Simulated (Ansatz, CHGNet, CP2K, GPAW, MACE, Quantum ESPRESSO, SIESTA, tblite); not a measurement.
# The unslipped end of a generalised stacking fault on (111) of Pb (72 atoms) in CP2K

Wanted: CP2K inputs and outputs for the unslipped end of a generalised stacking fault on (111) of Pb (72 atoms), checked against a plane-wave reference.

Method: the method is named at each step, in CP2K 2026.2.

### Step 1. Starting point

The cell holds 72 atoms: 72 Pb. Its edges and angles: a = 10.501 Å, b = 12.125 Å, c = 17.247 Å, α = 90.0°, β = 90.0°, γ = 90.0°. It derives from Pb (fcc). Fcc Pb (a = 4.95 Å), cell with z along [111], 3 x 2 x 2 periods; the third cell vector is tilted by 0.000 of 1/2[1-10] and lengthened by 0.1 Å, so the stacking has no slip; displaced by a Gaussian of 0.01 Å. Then every atom was moved at random, 0.05 Å r.m.s. a Cartesian component. The structure's axis is c.

The yardstick, on the same geometry:

```
method                 : Kohn-Sham DFT, PBE, SSSP efficiency 1.3.0 pseudopotentials, plane waves (Quantum ESPRESSO 7.5); sssp-pbe-1.3.0-efficiency, cutoffs 45/360 Ry, Γ point
r.m.s. force component : 0.1571 eV/Å
longest force          : 0.4796 eV/Å
pressure               : 2.741 GPa
time                   : 23 min on 4 MPI ranks of Arm Neoverse V2, shared host
CPU time               : 1.6 h
```

### Step 2. PBE, DZVP-MOLOPT-SR, 350/50 Ry, diagonalisation

Method: Kohn-Sham DFT, PBE, GTH-PBE pseudopotentials, Gaussian and plane waves, DZVP-MOLOPT-SR-GTH, diagonalisation.

File input.inp:

```
&GLOBAL
  PROJECT cell
  RUN_TYPE ENERGY_FORCE
  PRINT_LEVEL LOW
&END GLOBAL
&FORCE_EVAL
  METHOD QS
  STRESS_TENSOR ANALYTICAL
  &DFT
    BASIS_SET_FILE_NAME BASIS_MOLOPT
    POTENTIAL_FILE_NAME GTH_POTENTIALS
    &MGRID
      CUTOFF 350
      REL_CUTOFF 50
    &END MGRID
    &QS
      EPS_DEFAULT 1.0E-12
    &END QS
    &SCF
      SCF_GUESS ATOMIC
      EPS_SCF 5.0E-06
      MAX_SCF 200
      ADDED_MOS 32
      &DIAGONALIZATION
        ALGORITHM STANDARD
      &END DIAGONALIZATION
      &SMEAR ON
        METHOD FERMI_DIRAC
        ELECTRONIC_TEMPERATURE [K] 580
      &END SMEAR
      &MIXING
        METHOD BROYDEN_MIXING
        ALPHA 0.15
        NBROYDEN 12
      &END MIXING
      &PRINT
        &RESTART OFF
        &END RESTART
      &END PRINT
    &END SCF
    &XC
      &XC_FUNCTIONAL PBE
      &END XC_FUNCTIONAL
    &END XC
    &PRINT
      &MULLIKEN ON
      &END MULLIKEN
      &HIRSHFELD ON
        SHAPE_FUNCTION DENSITY
      &END HIRSHFELD
      &MO ON
        EIGENVALUES T
        OCCUPATION_NUMBERS T
        MO_INDEX_RANGE 133 156
        &EACH
          QS_SCF 0
        &END EACH
        ADD_LAST NUMERIC
      &END MO
    &END PRINT
  &END DFT
  &SUBSYS
    &CELL
      A 10.50054 0.00000 0.00000
      B 0.00000 12.12497 0.00000
      C 0.00000 0.00000 17.24730
    &END CELL
    &COORD
      SCALED
      Pb 0.83512 0.74612 0.99329
      Pb 0.83154 0.91141 0.16960
      Pb 0.49588 0.75123 0.99319
      Pb 0.50063 0.91837 0.16375
      Pb 0.66527 0.50183 0.99923
      Pb 0.67494 0.66764 0.17119
      Pb 0.66706 0.83938 0.32995
      Pb 0.82929 0.25290 0.99472
      Pb 0.83724 0.41846 0.16756
      Pb 0.83265 0.58094 0.33924
      Pb 0.83094 0.75091 0.50271
      Pb 0.83503 0.91450 0.66343
      Pb 0.16130 0.74419 0.98787
      Pb 0.17452 0.91017 0.16938
      Pb 0.33792 0.49921 0.99268
      Pb 0.32976 0.66847 0.16605
      Pb 0.33865 0.83256 0.32644
      Pb 0.49964 0.24978 0.99086
      Pb 0.49456 0.42152 0.16356
      Pb 0.50327 0.58158 0.32777
      Pb 0.49457 0.74590 0.49711
      Pb 0.49609 0.91717 0.66199
      Pb 0.66895 0.99733 0.99688
      Pb 0.65469 0.16549 0.16722
      Pb 0.66006 0.33516 0.32800
      Pb 0.66562 0.49620 0.50277
      Pb 0.66957 0.66091 0.65982
      Pb 0.66950 0.83078 0.82653
      Pb 0.83967 0.09077 0.32812
      Pb 0.82955 0.24402 0.49536
      Pb 0.83249 0.41037 0.66232
      Pb 0.83267 0.58406 0.82878
      Pb 0.00072 0.50420 0.99451
      Pb 0.00911 0.66179 0.16520
      Pb 0.00658 0.83121 0.33622
      Pb 0.16778 0.25748 0.99370
      Pb 0.17455 0.42440 0.17055
      Pb 0.16713 0.58512 0.33197
      Pb 0.16238 0.75044 0.49078
      Pb 0.17217 0.91824 0.66129
      Pb 0.33322 0.00833 0.99785
      Pb 0.33077 0.16091 0.16721
      Pb 0.33657 0.33931 0.32859
      Pb 0.33523 0.50886 0.49714
      Pb 0.33023 0.66942 0.66162
      Pb 0.34062 0.83281 0.82218
      Pb 0.49881 0.09104 0.32821
      Pb 0.50417 0.24849 0.50089
      Pb 0.49729 0.41647 0.65799
      Pb 0.49423 0.57728 0.82444
      Pb 0.66166 0.99647 0.49742
      Pb 0.65950 0.16918 0.66324
      Pb 0.66256 0.32858 0.82972
      Pb 0.83177 0.08445 0.82571
      Pb 0.00119 0.99788 0.99051
      Pb 0.99883 0.16468 0.16593
[... 12 atom lines left out ...]
      Pb 0.99689 0.99589 0.49602
      Pb 0.99062 0.16395 0.66120
      Pb 0.00333 0.32959 0.83098
      Pb 0.15310 0.09185 0.82843
    &END COORD
    &KIND Pb
      BASIS_SET DZVP-MOLOPT-SR-GTH-q4
      POTENTIAL GTH-PBE-q4
    &END KIND
  &END SUBSYS
  &PRINT
    &FORCES ON
    &END FORCES
    &STRESS_TENSOR ON
    &END STRESS_TENSOR
  &END PRINT
&END FORCE_EVAL
```

The run is started by

```console
OMP_NUM_THREADS=1 mpirun -np 4 cp2k.psmp -i input.inp > output.txt
```

Numbers of over 12 decimals in the logs are rounded to 6 here.

The program printed:

```text
CP2K| version string:                                       CP2K version 2026.2
 CP2K| Input file name                                                 input.inp
 GLOBAL| Basis set file name                                        BASIS_MOLOPT
 GLOBAL| Potential file name                                      GTH_POTENTIALS
 GLOBAL| Run type                                                   ENERGY_FORCE
 GLOBAL| Total number of message passing processes                             4
 GLOBAL| Number of threads for this process                                    1
 TOTAL NUMBERS AND MAXIMUM NUMBERS
  Total number of            - Atomic kinds:                                   1
                             - Atoms:                                         72
                             - Shell sets:                                    72
                             - Shells:                                       360
                             - Primitive Cartesian functions:                360
                             - Cartesian basis functions:                   1008
                             - Spherical basis functions:                    936
  Maximum angular momentum of- Orbital basis functions:                        2
                             - Local part of the GTH pseudopotential:          0
                             - Non-local part of the GTH pseudopotential:      4
 SCF PARAMETERS         Density guess:                                    ATOMIC
                        max_scf:                                             200
                        eps_scf:                                        5.00E-06
                        added MOs                                        32    0
                        Mixing method:                            BROYDEN_MIXING
                                                charge density mixing in g-space
                        Smear method:                                FERMI_DIRAC
                        Electronic temperature [K]:                        580.0
                        Electronic temperature [a.u.]:                  1.84E-03
                        Accuracy threshold:                             1.00E-10
 Extrapolation method: initial_guess
 Number of electrons:                                                        288
 Number of occupied orbitals:                                                144
 Number of molecular orbitals:                                               176
 Number of orbital functions:                                                936
 Number of independent orbital functions:                                    936
 SCF WAVEFUNCTION OPTIMIZATION
  Step     Update method      Time    Convergence         Total energy    Change
     1 NoMix/Diag. 0.15E+00    3.2     0.25819329      -260.3299458066 -2.60E+02
     2 Broy./Diag. 0.15E+00    4.2     0.00594716      -259.7895548336  5.40E-01
     3 Broy./Diag. 0.15E+00    4.4     0.02181070      -258.1131844109  1.68E+00
     4 Broy./Diag. 0.15E+00    4.2     0.00756513      -257.6532292066  4.60E-01
[...]
13 Broy./Diag. 0.15E+00    4.0     0.00000812      -257.3954308061  2.13E-04
    14 Broy./Diag. 0.15E+00    4.1     0.00000133      -257.3953821124  4.87E-05
  *** SCF run converged in    14 steps ***
  Electronic density on regular grids:       -288.0000000000        0.0000000000
  Core density on regular grids:              287.9999999984       -0.0000000016
  Total charge density on r-space grids:       -0.0000000016
  Total charge density g-space grids:          -0.0000000016
  Overlap energy of the core charge distribution:               7.33e-11
  Self energy of the core charge distribution:               -526.272389
  Core Hamiltonian energy:                                    106.580952
  Hartree energy:                                             234.889229
  Exchange-correlation energy:                                -72.571801
  Electronic entropic energy:                                  -0.021374
  Fermi energy:                                                 0.162560
  Total energy:                                              -257.395382
  Total energy (extrapolated to T->0):                       -257.384695
 MO| EIGENVALUES AND OCCUPATION NUMBERS
 MO|
 MO|  Index      Eigenvalue [a.u.]        Eigenvalue [eV]             Occupation
 MO|    133               0.126069               3.430525               2.000000
 MO|    134               0.126534               3.443175               2.000000
 MO|    135               0.127340               3.465104               2.000000
[...]
MO|    155               0.175605               4.778447               0.001646
 MO|    156               0.177019               4.816924               0.000762
 MO| Sum:                                                             288.000000
 MO| E(Fermi):            0.162560 a.u.          4.423484 eV
 !-----------------------------------------------------------------------------!
                     Mulliken Population Analysis
 #  Atom  Element  Kind  Atomic population                           Net charge
       1     Pb       1          4.008854                             -0.008854
       2     Pb       1          3.973799                              0.026201
       3     Pb       1          3.945274                              0.054726
[...]
71     Pb       1          4.009992                             -0.009992
      72     Pb       1          3.971300                              0.028700
 # Total charge                            288.000000                  0.000000
 !-----------------------------------------------------------------------------!
 !-----------------------------------------------------------------------------!
                           Hirshfeld Charges
  #Atom  Element  Kind  Ref Charge     Population                    Net charge
      1       Pb     1       4.000          4.002                        -0.002
      2       Pb     1       4.000          3.991                         0.009
      3       Pb     1       4.000          3.988                         0.012
[...]
71       Pb     1       4.000          4.006                        -0.006
     72       Pb     1       4.000          4.000                        -0.000
  Total Charge                                                           -0.000
 !-----------------------------------------------------------------------------!
 ENERGY| Total FORCE_EVAL ( QS ) energy [hartree]           -257.395346
 FORCES| Atomic forces [hartree/bohr]
 FORCES|   Atom     x               y               z               |f|
 FORCES|      1 -1.71887967E-03  3.21779347E-04  4.39210491E-03   4.72743851E-03
 FORCES|      2  6.06681293E-03  1.65263187E-03 -5.58677693E-03   8.41127147E-03
 FORCES|      3  8.85664418E-04  2.48717434E-03  2.48029416E-03   3.62247109E-03
[...]
FORCES|     71 -3.10493080E-03  3.09772391E-03 -3.24220247E-03   5.45420622E-03
 FORCES|     72  7.32251274E-03 -3.24815130E-03 -1.29515744E-03   8.11462337E-03
 FORCES| Sum     6.08114904E-09  7.21943562E-08 -4.99482596E-08
 FORCES| Total atomic force                                       8.79990573E-08
 STRESS| Analytical stress tensor [bar]
 STRESS|                        x                   y                   z
 STRESS|      x        7.41123396578E+04   3.26631037150E+02  -2.54757655821E+01
 STRESS|      y        3.26631037150E+02  -3.64413695805E+04   8.01430662816E+03
 STRESS|      z       -2.54757655821E+01   8.01430662816E+03   4.96915380727E+04
 STRESS| 1/3 Trace                                             2.91208360500E+04
```

Run time: 70 s. Hardware: 4 MPI ranks of Arm Neoverse V2, shared host; peak memory 4.7 GiB.

Banners, paths, timers and routine set-up lines are dropped from the logs unmarked, and long logs keep their key lines alone; longer cuts are marked.

Against the reference:

| Quantity | Value |
| --- | --- |
| r.m.s. force component | 0.1588 eV/Å |
| r.m.s. difference of force components | 6.179 meV/Å |
| longest difference of force vectors | 21.84 meV/Å |
| force difference over r.m.s. force | 3.933 % |
| slope of forces against the reference's | 1.01 |
| correlation of force components | 0.9993 |
| pressure | 2.912 GPa |
| pressure difference | 0.1711 GPa |

A closer look about Pb37, which bears the longest force: 13 atoms, nearest first, numbered in the order of the input, with positions taken from that point.

```tsv
atom	x	y	z	distance (Å)	bonds	Hirshfeld charge (e)	Fx	Fy	Fz (eV/Å)
Pb37	0.00	0.00	0.00	0.00	12	0.00	-0.212	-0.167	-0.403
Pb19	3.36	-0.03	-0.12	3.36	12	0.00	0.229	-0.003	-0.229
Pb34	-1.74	2.88	-0.09	3.36	12	0.00	-0.335	0.054	-0.080
Pb43	1.70	-1.03	2.73	3.37	12	-0.01	0.043	0.063	0.293
Pb16	1.63	2.96	-0.08	3.38	12	0.00	0.229	-0.060	-0.277
Pb38	-0.08	1.95	2.78	3.40	12	-0.01	0.103	-0.002	-0.015
Pb57	-1.75	-1.08	2.77	3.45	12	-0.01	-0.202	-0.131	-0.060
Pb9	-3.54	-0.07	-0.05	3.54	12	0.01	0.069	-0.160	-0.142
Pb42	1.64	-3.19	-0.06	3.59	12	0.00	-0.069	-0.003	-0.215
Pb15	1.72	0.91	-3.07	3.63	12	0.00	-0.004	0.031	0.244
Pb56	-1.85	-3.15	-0.08	3.65	12	0.01	-0.054	0.009	-0.248
Pb36	-0.07	-2.02	-3.05	3.66	12	0.01	-0.137	-0.045	0.230
Pb33	-1.83	0.97	-3.04	3.67	12	0.00	-0.028	-0.024	0.167
```

Forces lie 3.9 % from the reference's, at 0.050 times its CPU time.

### Step 3. PBE, DZVP-UZH, 350/50 Ry, diagonalisation

Method: Kohn-Sham DFT, PBE, GTH-PBE pseudopotentials, Gaussian and plane waves, DZVP-MOLOPT (UZH set), diagonalisation.

Edit input.inp of step 2 so:

```diff
@@ -9,4 +9,4 @@
   &DFT
-    BASIS_SET_FILE_NAME BASIS_MOLOPT
-    POTENTIAL_FILE_NAME GTH_POTENTIALS
+    BASIS_SET_FILE_NAME BASIS_MOLOPT_UZH
+    POTENTIAL_FILE_NAME POTENTIAL_UZH
     &MGRID
@@ -67,8 +67,8 @@
     &END CELL
-    &COORD
-      SCALED
-[... 72 atom lines left out: the same atoms as in the first run ...]
-    &END COORD
+    &TOPOLOGY
+      COORD_FILE_NAME structure.xyz
+      COORD_FILE_FORMAT XYZ
+    &END TOPOLOGY
     &KIND Pb
-      BASIS_SET DZVP-MOLOPT-SR-GTH-q4
+      BASIS_SET DZVP-MOLOPT-PBE-GTH-q4
       POTENTIAL GTH-PBE-q4
```

File structure.xyz:

```xyz
72

Pb 8.76921 9.04668 17.13157
Pb 8.73162 11.05082 2.92514
Pb 5.20701 9.10864 17.12985
Pb 5.25689 11.13521 2.82425
Pb 6.98569 6.08467 17.23402
Pb 7.08723 8.09511 2.95257
Pb 7.00449 10.17746 5.69075
Pb 8.70799 3.06640 17.15623
Pb 8.79147 5.07381 2.88996
Pb 8.74327 7.04388 5.85097
Pb 8.72532 9.10476 8.67039
Pb 8.76827 11.08829 11.44238
Pb 1.69374 9.02328 17.03809
Pb 1.83255 11.03578 2.92135
Pb 3.54834 6.05291 17.12105
Pb 3.46266 8.10518 2.86391
Pb 3.55601 10.09477 5.63021
Pb 5.24649 3.02858 17.08966
Pb 5.19315 5.11092 2.82097
Pb 5.28461 7.05164 5.65315
[... 48 atom lines left out ...]
Pb 10.46788 12.07514 8.55501
Pb 10.40204 1.98789 11.40391
Pb 0.03497 3.99627 14.33216
Pb 1.60763 1.11368 14.28818
```

The program printed:

```text
CP2K| version string:                                       CP2K version 2026.2
 CP2K| Input file name                                                 input.inp
 GLOBAL| Basis set file name                                    BASIS_MOLOPT_UZH
 GLOBAL| Potential file name                                       POTENTIAL_UZH
 GLOBAL| Run type                                                   ENERGY_FORCE
 GLOBAL| Total number of message passing processes                             4
 GLOBAL| Number of threads for this process                                    1
 TOTAL NUMBERS AND MAXIMUM NUMBERS
  Total number of            - Atomic kinds:                                   1
                             - Atoms:                                         72
[... lines left out ...]
                        Smear method:                                FERMI_DIRAC
[... lines left out ...]
 Number of electrons:                                                        288
[... lines left out ...]
  Step     Update method      Time    Convergence         Total energy    Change
[... lines left out ...]
  *** SCF run converged in    14 steps ***
[... lines left out ...]
  Fermi energy:                                                 0.171727
  Total energy:                                              -254.472566
  Total energy (extrapolated to T->0):                       -254.462338
[... lines left out ...]
 MO| E(Fermi):            0.171727 a.u.          4.672918 eV
[... lines left out ...]
 !-----------------------------------------------------------------------------!
 !-----------------------------------------------------------------------------!
                           Hirshfeld Charges
  #Atom  Element  Kind  Ref Charge     Population                    Net charge
      1       Pb     1       4.000          4.002                        -0.002
      2       Pb     1       4.000          3.991                         0.009
      3       Pb     1       4.000          3.987                         0.013
[...]
71       Pb     1       4.000          4.006                        -0.006
     72       Pb     1       4.000          4.000                         0.000
  Total Charge                                                           -0.000
 !-----------------------------------------------------------------------------!
 ENERGY| Total FORCE_EVAL ( QS ) energy [hartree]           -254.472519
 FORCES| Atomic forces [hartree/bohr]
 FORCES|   Atom     x               y               z               |f|
 FORCES|      1 -2.11258289E-03  4.24318157E-04  5.07725515E-03   5.51557542E-03
 FORCES|      2  6.47015308E-03  1.61606479E-03 -6.40391214E-03   9.24579023E-03
 FORCES|      3  8.01991407E-04  2.51458896E-03  3.00823679E-03   4.00197907E-03
[...]
FORCES|     71 -3.71406006E-03  3.83450354E-03 -3.17407580E-03   6.21066958E-03
 FORCES|     72  8.56596922E-03 -3.71980638E-03 -1.40357917E-03   9.44366574E-03
 FORCES| Sum     6.94463710E-07 -1.08445618E-06  5.83438603E-08
 FORCES| Total atomic force                                       1.28908070E-06
 STRESS| Analytical stress tensor [bar]
 STRESS|                        x                   y                   z
 STRESS|      x        9.08563884258E+04   3.32515026846E+02  -2.88551373398E+01
 STRESS|      y        3.32515026846E+02  -3.05663601731E+04   8.77976599900E+03
 STRESS|      z       -2.88551373398E+01   8.77976599900E+03   6.88481220944E+04
 STRESS| 1/3 Trace                                             4.30460501157E+04
```

Wall time 49 s (4 MPI ranks); peak memory 4.8 GiB; 3.2 min of CPU time.

Against the reference:

- r.m.s. force component: 0.1766 eV/Å
- r.m.s. difference of force components: 24.83 meV/Å
- longest difference of force vectors: 83.92 meV/Å
- force difference over r.m.s. force: 15.8 %
- slope of forces against the reference's: 1.119
- correlation of force components: 0.9958
- pressure: 4.305 GPa
- pressure difference: 1.564 GPa

Against the first run (3.9 %), the force difference from the reference is 16 %, at 0.69 times the CPU time, with 936 basis functions against 936; this set comes with other potentials too, so the change isn't the basis's alone.

(Part 1 of 2 ends here.)

[Also dropped from logs without a mark: logging warnings of Python, and SIESTA's first energy breakdown and zero terms.]

[Logs are printed without paths, hosts, clocks, repeated set-up lines and the standing remarks that a program may print on its own settings, such as how far it seeks lower states.]

[Hosts, paths, dates, database ids (printed as entryN), source tags and the programs' standing remarks are cut or masked in the printed files.]
